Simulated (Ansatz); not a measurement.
# Squeezing and shearing random wurtzite alloy of AlN and GaN (72 atoms): runs compared

How stiff is random wurtzite alloy of AlN and GaN (72 atoms), and how do its levels respond to strain?

Computed with Ansatz 0.2.0: Kohn-Sham DFT, PBEsol, PAW (set soft_1), plane waves.

## (1) The cell as built

The cell holds 72 atoms: 22 Al, 36 N and 14 Ga. Cell: a = 9.426 Å, b = 9.426 Å, c = 10.122 Å, α = 90.0°, β = 90.0°, γ = 120.0°. It derives from AlN (wurtzite) and GaN, repeated 3×3×2. Wurtzite AlN, 3 x 3 x 2 conventional cells, 14 of 36 Al sites given to Ga at random (x = 0.389), lattice by Vegard's rule (a = 3.142 Å, c = 5.061 Å); not relaxed, displaced by a Gaussian of 0.02 Å.

Limits known from the start: Only the Γ point is sampled.

## (2) The reference run

The reference is a single point at the end of the relaxation.

Every strained cell starts from the geometry of this run, and its atoms are relaxed with the cell held.

Its input, with most atom lines left out:

```yaml
crystal:
  lattice:
    - [9.44521, -0.00022, -7.0e-05]
    - [-4.7228, 8.17836, -0.00045]
    - [-8.0e-05, -0.00061, 10.08502]
  atoms:
    - { symbol: Al, position: [0.00236, 0.00152, 0.00169] }
    - { symbol: "N", position: [0.1116, 0.22355, 0.05803] }
    - { symbol: Al, position: [0.11281, 0.22402, 0.24736] }
    - { symbol: "N", position: [0.00589, 0.00387, 0.30455] }
    - { symbol: Ga, position: [0.00187, 0.00177, 0.49837] }
    - { symbol: "N", position: [0.1117, 0.22292, 0.56653] }
    - { symbol: Al, position: [0.11238, 0.22454, 0.75458] }
    [... atom lines 8 to 72 left out ...]
kpoints:
  mp_grid: { grid: [1, 1, 1] }
hamiltonian:
  xc: pbesol
  pseudopotentials: { kind: paw, azcp: { folder: soft_1 }, xc_functional: pbe }
scf:
  occupations: { method: fixed }
output:
  forces: true
  stress: true
  populations: true
  dos:
    method: { smearing: { sigma: 0.15 } }
    de: 0.1
    projected: { site_lists: { Al: [Al], Ga: [Ga], "N": ["N"] } }
  eigenvalues: true
  write_density: true
  write_potential: true
  volumetric_format: npy
```

```
free energy per atom   : -1078.4237 eV/atom
r.m.s. force component : 0.00215 eV/Å
pressure               : -0.01389 GPa
```

Filled and empty levels are parted by 3.08 eV at Γ alone; the mesh holds the band edges only if they fold onto it, so the gap at this level can be narrower or closed, while semilocal functionals tend to narrow gaps against experiment.

## (3) The runs

Each row is one run, on 4 threads of Intel Xeon at 2.50GHz (Skylake/Cascade Lake), shared host. The free energy is the program's total, comparable only between runs with the same functional, potentials and atoms.

| run | atoms | outcome | ionic steps, all passes | free energy (eV) | time | host memory (GiB) |
| --- | --- | --- | --- | --- | --- | --- |
| Single point at the start | 72 | converged | - | -77645.201 | 41 s | 0.97 |
| Cell and atoms relaxed | 72 | converged | 5 | -77646.503 | 2.4 min | 0.97 |
| Single point at the relaxed geometry | 72 | converged | - | -77646.503 | 51 s | 1.0 |
| Volume -3 % | 72 | converged | 2 | -77646.058 | 58 s | 1.0 |
| Volume +3 % | 72 | converged | 2 | -77646.093 | 47 s | 1.1 |
| Volume -6 % | 72 | converged | 2 | -77644.599 | 53 s | 1.0 |
| Volume +6 % | 72 | converged | 2 | -77644.937 | 66 s | 1.1 |
| Volume -10 % | 72 | converged | 3 | -77640.798 | 77 s | 0.97 |
| Stretched by 1 % along x | 72 | converged | 3 | -77646.417 | 73 s | 1.1 |
| Compressed by 1 % along x | 72 | converged | 3 | -77646.412 | 63 s | 1.0 |
| Sheared by 2 % in xy | 72 | converged | 5 | -77646.390 | 68 s | 1.0 |

In some runs the program notes that the SCF threshold is loose for the stress.

## (4) Pressure against volume

Atoms are relaxed at each volume, in the scaled cell.

| volume change (%) | volume (Å³/atom) | energy change (meV/atom) | pressure (GPa) | largest move on relaxing (Å) | bonds | gap (eV) |
| --- | --- | --- | --- | --- | --- | --- |
| -10 | 9.738 | 79.24 | 25.62 | 0.01 | 144 | 3.89 |
| -6 | 10.171 | 26.44 | 13.81 | 0.00 | 144 | 3.55 |
| -3 | 10.495 | 6.19 | 6.38 | 0.00 | 144 | 3.31 |
| +0 | 10.820 | 0.00 | -0.01 | - | 144 | 3.08 |
| +3 | 11.144 | 5.70 | -5.51 | 0.00 | 144 | 2.85 |
| +6 | 11.469 | 21.75 | -10.22 | 0.00 | 144 | 2.64 |

## (5) Uniaxial strain and shear

Stress (GPa, compression positive) less that of the relaxed cell, atoms relaxed:

| strain | xx | yy | zz | xy | energy change (meV/atom) |
| --- | --- | --- | --- | --- | --- |
| stretched by 1 % along x | -3.610 | -1.282 | -1.000 | 0.000 | 1.20 |
| compressed by 1 % along x | 3.781 | 1.347 | 1.046 | 0.000 | 1.27 |
| sheared by 2 % in xy | -0.044 | 0.071 | -0.021 | -2.365 | 1.58 |

## (6) Findings

The bulk modulus, from the slope of pressure against ln V over the three points nearest the relaxed volume, is 198 GPa; a quadratic over all points gives a pressure derivative of about 4.3. The gap goes from 3.89 eV at the smallest volume to 2.64 eV at the largest, -7.6 eV per unit of ln V by a straight line, on the run's k-points. In the Cartesian axes of the cell, finite differences give C11 = 370, C12 = 131, C13 = 102 and C66 = 118 GPa (the shear of 2 % is the engineering strain, εxy = 0.01).

Caveats: Strains are finite and relaxations stop at the force tolerance of the input, which can leave moduli too stiff; they are those of a static cell at zero temperature. Volumes are changed with the cell's shape held, so in an anisotropic solid the modulus lies over the one under free hydrostatic load. The program notes that the SCF threshold of the relaxations is loose for the stress. The host structure and its lattice constant were typed by rule, without a check against the phase diagram.

The DFT runs together took 12 min of wall time.

[Logs are printed without paths, hosts, clocks, repeated set-up lines and the standing remarks that a program may print on its own settings, such as how far it seeks lower states.]

[Hosts, paths, dates, database ids (printed as entryN), source tags and the programs' standing remarks are cut or masked in the printed files.]
